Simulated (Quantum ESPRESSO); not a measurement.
**HfPbO3 (Pm-3m): modes at Γ and the response to a field**

Which modes does HfPbO3 (Pm-3m) have at the zone centre?

Main program and level: Quantum ESPRESSO 7.5; DFT LDA, scalar-relativistic, plane waves, JTH PAW pseudopotentials.

This is a report of a sequence of runs, with most program output left out.

**1. Starting point**

The structure is cubic, space group Pm-3m (No. 221). Conventional cell: a = 4.155 Å, b = 4.155 Å, c = 4.155 Å, α = 90.00°, β = 90.00°, γ = 90.00°. Nearest to Hf lie 6 O at 2.08 Å. Nearest to Pb lie 12 O at 2.94 Å. Nearest to O lie 2 Hf at 2.08 Å. Farther neighbours and most contacts between anions are not listed.

**2. A probe with smearing**

Before anything dear is run, a loose run with smearing shows whether this is a metal and how far the cell is from rest.

File probe.in:

```
&control
   calculation = 'scf'
   prefix = 'x'
   outdir = './tmp'
   pseudo_dir = './pseudo'
   tprnfor = .true.
   tstress = .true.
   verbosity = 'high'
/
&system
   ibrav = 0
   nat = 5
   ntyp = 3
   ecutwfc = 50.0
   ecutrho = 250.0
   occupations = 'smearing'
   smearing = 'gaussian'
   degauss = 0.01
/
&electrons
   conv_thr = 1.0d-07
   mixing_beta = 0.7
   electron_maxstep = 100
/
ATOMIC_SPECIES
 Hf    178.4900  Hf.upf
 Pb    207.2000  Pb.upf
 O      15.9990  O.upf
CELL_PARAMETERS angstrom
     4.155481000    0.000000000    0.000000000
     0.000000000    4.155481000    0.000000000
     0.000000000    0.000000000    4.155481000
ATOMIC_POSITIONS crystal
 Hf     0.500000000   0.500000000   0.500000000
 Pb     0.000000000   0.000000000   0.000000000
 O      0.000000000   0.500000000   0.500000000
 O      0.500000000   0.000000000   0.500000000
 O      0.500000000   0.500000000   0.000000000
K_POINTS automatic
 4 4 4 0 0 0
```

Launch:

```console
OMP_NUM_THREADS=1 mpirun -n 4 pw.x -nk 4 -in probe.in > probe.out
```

It took 7.3 s on 4 MPI ranks of Arm Neoverse V1, shared host.

This step gave:

| Item | Value |
| --- | --- |
| volume per atom | 14.35 Å³ |
| pressure | -10.48 GPa |
| gap on the k-mesh | 2.279 eV |

A gap of 2.3 eV opens on this mesh, so the crystal is taken as an insulator; the start stands at -10 GPa.

**3. Relaxation**

The relaxation runs at a cutoff a fifth above that of the response, since stress converges more slowly with the basis than frequencies do. Forces and stress are brought to rest with tight thresholds.

File relax.in:

```
&control
   calculation = 'vc-relax'
   prefix = 'x'
   outdir = './tmp'
   pseudo_dir = './pseudo'
   tprnfor = .true.
   tstress = .true.
   forc_conv_thr = 2.0d-05
   etot_conv_thr = 1.0d-07
   nstep = 40
/
&system
   ibrav = 0
   nat = 5
   ntyp = 3
   ecutwfc = 60
   ecutrho = 300.0
   occupations = 'fixed'
   nbnd = 24
/
&electrons
   conv_thr = 1.0d-11
   mixing_beta = 0.7
   electron_maxstep = 100
/
&ions
/
&cell
   press_conv_thr = 0.2
/
ATOMIC_SPECIES
 Hf    178.4900  Hf.upf
 Pb    207.2000  Pb.upf
 O      15.9990  O.upf
CELL_PARAMETERS angstrom
     4.155481000    0.000000000    0.000000000
     0.000000000    4.155481000    0.000000000
     0.000000000    0.000000000    4.155481000
ATOMIC_POSITIONS crystal
 Hf     0.500000000   0.500000000   0.500000000
 Pb     0.000000000   0.000000000   0.000000000
 O      0.000000000   0.500000000   0.500000000
 O      0.500000000   0.000000000   0.500000000
 O      0.500000000   0.500000000   0.000000000
K_POINTS automatic
 6 6 6 0 0 0
```

Launch:

```console
OMP_NUM_THREADS=1 mpirun -n 4 pw.x -nk 4 -in relax.in > relax.out
```

Run time: 92 s. Hardware: 4 MPI ranks; 6.1 min of CPU time.

Step by step:

```tsv
step	energy less that of the first step (eV)	largest force (eV/Å)	pressure (GPa)	volume (Å³)
1	0.0000	0.0000	-10.42	71.76
2	-0.1433	0.0000	-1.38	68.01
3	-0.1453	0.0000	0.15	67.47
4	-0.1454	0.0000	0.00	67.53
5	-0.1454	0.0000	0.00	67.53
6	-0.1347	0.0000	-0.10	67.53
```

```tsv
conventional cell, symmetrised	before	after	change
a (Å)	4.155	4.072	-2.0 %
b (Å)	4.155	4.072	-2.0 %
c (Å)	4.155	4.072	-2.0 %
volume (Å³/atom)	14.35	13.51	-5.9 %
```

Final coordinates:

```
CELL_PARAMETERS angstrom
4.07215 0.00000 0.00000
0.00000 4.07215 0.00000
0.00000 0.00000 4.07215
ATOMIC_POSITIONS crystal
Hf 0.50000 0.50000 0.50000
Pb 0.00000 0.00000 0.00000
O 0.00000 0.50000 0.50000
O 0.50000 0.00000 0.50000
O 0.50000 0.50000 0.00000
```

The last row of the table of steps is pw.x's closing run on a basis chosen anew for the final cell, so its energy can jump.

Numbers from this step:

* volume per atom: 13.51 Å³
* pressure: -0.1030 GPa
* gap on the k-mesh: 2.395 eV

The volume changes by -5.9 % from the cell with which this run began.

**4. Relaxation**

A variable-cell run keeps the plane waves of its start, so its end shows a stress on a fresh basis; a second run from that cell removes it.

Changes to relax.in since step 3:

```diff
@@ -35,5 +35,5 @@
 CELL_PARAMETERS angstrom
-     4.155481000    0.000000000    0.000000000
-     0.000000000    4.155481000    0.000000000
-     0.000000000    0.000000000    4.155481000
+     4.072149673    0.000000000    0.000000000
+     0.000000000    4.072149673    0.000000000
+     0.000000000    0.000000000    4.072149673
 ATOMIC_POSITIONS crystal
```

Run time: 53 s. Hardware: 4 MPI ranks.

Little changed from the start: no atom moved by 0.005 Å and no cell edge by 0.1 %.

The last row of the table of steps is pw.x's closing run on a basis chosen anew for the final cell, so its energy can jump.

Numbers from this step:

```yaml
volume_per_atom: 13.50 Å³
pressure: 0 GPa
```

**5. Self-consistent run for the response**

The response is built on this ground state, so it is converged far tighter than an energy would need. With a gap, occupations are fixed, which also allows the response to an electric field.

File scf.in:

```
&control
   calculation = 'scf'
   prefix = 'x'
   outdir = './tmp'
   pseudo_dir = './pseudo'
   tprnfor = .true.
   tstress = .true.
/
&system
   ibrav = 0
   nat = 5
   ntyp = 3
   ecutwfc = 50.0
   ecutrho = 250.0
   occupations = 'fixed'
   nbnd = 24
/
&electrons
   conv_thr = 1.0d-12
   mixing_beta = 0.7
   electron_maxstep = 100
/
ATOMIC_SPECIES
 Hf    178.4900  Hf.upf
 Pb    207.2000  Pb.upf
 O      15.9990  O.upf
CELL_PARAMETERS angstrom
     4.071438623    0.000000000    0.000000000
     0.000000000    4.071438623    0.000000000
     0.000000000    0.000000000    4.071438623
ATOMIC_POSITIONS crystal
 Hf     0.500000000   0.500000000   0.500000000
 Pb     0.000000000   0.000000000   0.000000000
 O      0.000000000   0.500000000   0.500000000
 O      0.500000000   0.000000000   0.500000000
 O      0.500000000   0.500000000   0.000000000
K_POINTS automatic
 6 6 6 0 0 0
```

Launch:

```console
OMP_NUM_THREADS=1 mpirun -n 4 pw.x -nk 4 -in scf.in > scf.out
```

The job ended after 15 s (4 MPI ranks).

This step gave:

```yaml
pressure: -0.1100 GPa
gap_on_the_k_mesh: 2.394 eV
```

The cell stands at -0.11 GPa, close enough for phonons.

**6. Zone-centre response**

At q = 0 one unit cell holds all displacements; symmetry groups them into irreducible representations that are solved one by one. The response to a field gives ε∞ and the Born charges, which polar modes need.

File ph.in:

```
phonons
&inputph
   prefix = 'x'
   outdir = './tmp'
   fildyn = 'g.dyn'
   tr2_ph = 1.0d-18
   epsil = .true.
/
0.000000000000 0.000000000000 0.000000000000
```

Launch:

```console
OMP_NUM_THREADS=1 mpirun -n 4 ph.x -nk 4 -in ph.in > ph.out
```

The job ended after 11 min (4 MPI ranks; 43 min of CPU time).

This step gave:

* miss of the charge sum rule: 0.05351 e
* largest acoustic frequency at the zone centre before the sum rule: 0.68 cm⁻¹
* highest optical zone-centre mode (no LO-TO term): 609.8 cm⁻¹
* lowest optical zone-centre mode: -121.6 cm⁻¹
* mean high-frequency dielectric constant: 6.759
* largest Born charge in size (third of the trace): 5.665 e

Born charge (rows field, columns displacement), before the sum rule (e), principal values of the symmetric part by kind of site:

```tsv
atom	atoms with these values	low	middle	high	mean
Hf1	1	5.67	5.67	5.67	5.67
Pb2	1	3.90	3.90	3.90	3.90
O3	3	-4.58	-2.52	-2.52	-3.21
```

In full for O3:

```
-4.58  0.00  0.00
 0.00 -2.52  0.00
 0.00  0.00 -2.52
```

High-frequency dielectric tensor:

```
6.76 0.00 0.00
0.00 6.76 0.00
0.00 0.00 6.76
```

The acoustic modes at Γ come out as far as 0.7 cm⁻¹ from zero, where they should vanish, a small numerical error; the Born charges miss their sum rule by 0.054 e, too much: mesh or cutoff is short for the field response. The lowest optical mode is imaginary, 122i cm⁻¹, an instability at this level and on this k mesh.

**7. Modes with the sum rule**

A rigid shift of the crystal must cost nothing, but grids and finite bases break this; the acoustic sum rule is imposed before the matrix is diagonalised again. With Born charges the intensities follow; a static dielectric tensor has no meaning with imaginary modes.

File dynmat.in:

```
&input
   fildyn = 'g.dyn'
   asr = 'simple'
   fileig = 'dynmat.eig'
   lperm = .true.
/
```

Launch:

```console
dynmat.x -in dynmat.in > dynmat.out
```

The job ended after 0.45 s (1 thread).

Unit eigenvectors of the mass-weighted matrix after the sum rule; no LO-TO term. The modes at Γ (shares of kinetic energy by element, %) (negative means imaginary):

```tsv
mode	frequency (cm⁻¹)	Hf %	Pb %	O %
1	-121.6	5	33	62
2	-121.6	5	33	62
3	-121.6	5	33	62
4	0.0	41	48	11
5	0.0	41	48	11
6	0.0	41	48	11
7	102.9	0	0	100
8	102.9	0	0	100
9	102.9	0	0	100
10	146.3	51	19	30
11	146.3	51	19	30
12	146.3	51	19	30
13	609.8	3	0	97
14	609.8	3	0	97
15	609.8	3	0	97
```

Displacements in mode 2 (-121.6 cm⁻¹), the largest set to 1:
```
Hf1  0.09 -0.13  0.00
Pb2 -0.20  0.30  0.00
O3   0.28 -1.00  0.00
O4   0.67 -0.41  0.00
O5   0.67 -1.00  0.00
```

Displacements in mode 15 (609.8 cm⁻¹), the largest set to 1:
```
Hf1  0.00 -0.05  0.00
Pb2  0.00  0.00  0.00
O3  -0.05 -0.18  0.00
O4   0.01  1.00  0.00
O5   0.01 -0.18  0.00
```

Degenerate modes summed, no LO-TO term; imaginary modes left out. Lines of the infrared spectrum (strongest = 100):

```tsv
position (cm⁻¹)	lines merged	IR intensity, relative
103	3	0.0
146	3	52
610	3	100
```

The rule moves no optical mode by more than 0.1 cm⁻¹.

**8. Sum rules set otherwise (asr crystal)**

The rule can be imposed in more than one way; the choices should agree where the raw error is small.

File dynmat.in:

```
&input
   fildyn = 'g.dyn'
   asr = 'crystal'
   fileig = 'dynmat.eig'
   lperm = .true.
/
```

Launch:

```console
dynmat.x -in dynmat.in > dynmat.out
```

The job ended after 0.45 s (1 thread).

Read from the output:

```
lowest optical zone-centre mode : -121.5 cm⁻¹
```

Zone-centre frequencies as printed; negative means imaginary. Modes:

```tsv
mode	frequency (cm⁻¹)
1	-121.5
2	-121.5
3	-121.5
4	0
5	0
6	0
7	102.9
8	102.9
9	102.9
10	146.3
11	146.3
12	146.3
13	609.8
14	609.8
15	609.8
```

Against the first rule no mode moves by more than 0.1 cm⁻¹.

**9. Sum rules set otherwise: a sum rule for molecules or wires on a crystal**

This rule also removes rotations, which suits wires and not a crystal; it is tried to see the harm.

File dynmat.in:

```
&input
   fildyn = 'g.dyn'
   asr = 'one-dim'
   fileig = 'dynmat.eig'
   lperm = .true.
/
```

Launch:

```console
dynmat.x -in dynmat.in > dynmat.out
```

Run time: 0.45 s. Hardware: 1 thread.

The run ended normally, but on settings that are not sound.

The fault: a sum rule for molecules or wires on a crystal; 1 optical mode is projected out to zero frequency, as if it were a rotation.

For a crystal the rule has to be 'simple' or 'crystal'.

Zone-centre frequencies as printed; negative means imaginary. Modes:

```tsv
mode	frequency (cm⁻¹)
1	-147.4
2	-121.5
3	-121.5
4	0
5	0
6	0
7	0
8	102.9
9	102.9
10	146.3
11	146.3
12	200.6
13	574.7
14	609.8
15	609.8
```

**10. The LO-TO splitting (1 0 0)**

A longitudinal polar mode sets up a macroscopic field that stiffens it; the term hangs on the direction from which q goes to zero.

File dynmat.in:

```
&input
   fildyn = 'g.dyn'
   asr = 'simple'
   fileig = 'dynmat.eig'
   q(1) = 1.0
   q(2) = 0.0
   q(3) = 0.0
/
```

Launch:

```console
dynmat.x -in dynmat.in > dynmat.out
```

The job ended after 0.45 s (1 thread).

This step gave:

- highest mode moved by the LO-TO term: 715.8 cm⁻¹

Zone-centre frequencies as printed; negative means imaginary. Modes:

```tsv
mode	frequency (cm⁻¹)
1	-121.6
2	-121.6
3	0
4	0
5	0
6	82.47
7	102.9
8	102.9
9	102.9
10	146.3
11	146.3
12	335.3
13	609.8
14	609.8
15	715.8
```

The field moves 3 modes; the highest of them now lies at 716 cm⁻¹, where the highest that moved away lay at 610.

**11. What came out**

| Quantity | Value |
| --- | --- |
| space group after relaxation | Pm-3m |
| volume per atom | 13.5 Å³ |
| gap on the k-mesh | 2.39 eV |
| highest optical zone-centre mode (no LO-TO term) | 609.8 cm⁻¹ |
| lowest optical zone-centre mode | -121.6 cm⁻¹ |
| highest mode moved by the LO-TO term (probably not converged in the k mesh) | 715.8 cm⁻¹ |
| mean high-frequency dielectric constant (probably not converged in the k mesh) | 6.76 |
| largest Born charge in size (third of the trace) (probably not converged in the k mesh) | 5.67 e |
| imaginary optical modes at the zone centre (no q mesh in this session) | yes |

In words: At the LDA level the optical modes of HfPbO3 (Pm-3m) at the zone centre (no LO-TO term) run from 122i to 610 cm⁻¹, so the structure is a saddle point, with 3 modes beyond 10i cm⁻¹ there. Along the directions run, the highest mode that the macroscopic field moves lies at 716 cm⁻¹. The Born charges miss their sum rule by 0.054 e, a sign that the k mesh or the cutoff is short for the field response. ε∞, the Born charges and what follows from them are probably not converged in the k mesh. Of the 12 optical modes, 9 are infrared active alone and 3 are silent. These are harmonic frequencies at zero temperature: anharmonic shifts and linewidths and thermal expansion are left out. Spin-orbit coupling is left out, which can matter for the heavy elements here. The structure comes from a database and need not be the phase that is stable at ambient conditions.

[Host names and launcher messages were left out of these logs when they were recorded.]

[Logs are printed without paths, hosts, clocks, repeated set-up lines and the standing remarks that a program may print on its own settings, such as how far it seeks lower states.]

[Hosts, paths, dates, database ids (printed as entryN), source tags and the programs' standing remarks are cut or masked in the printed files.]
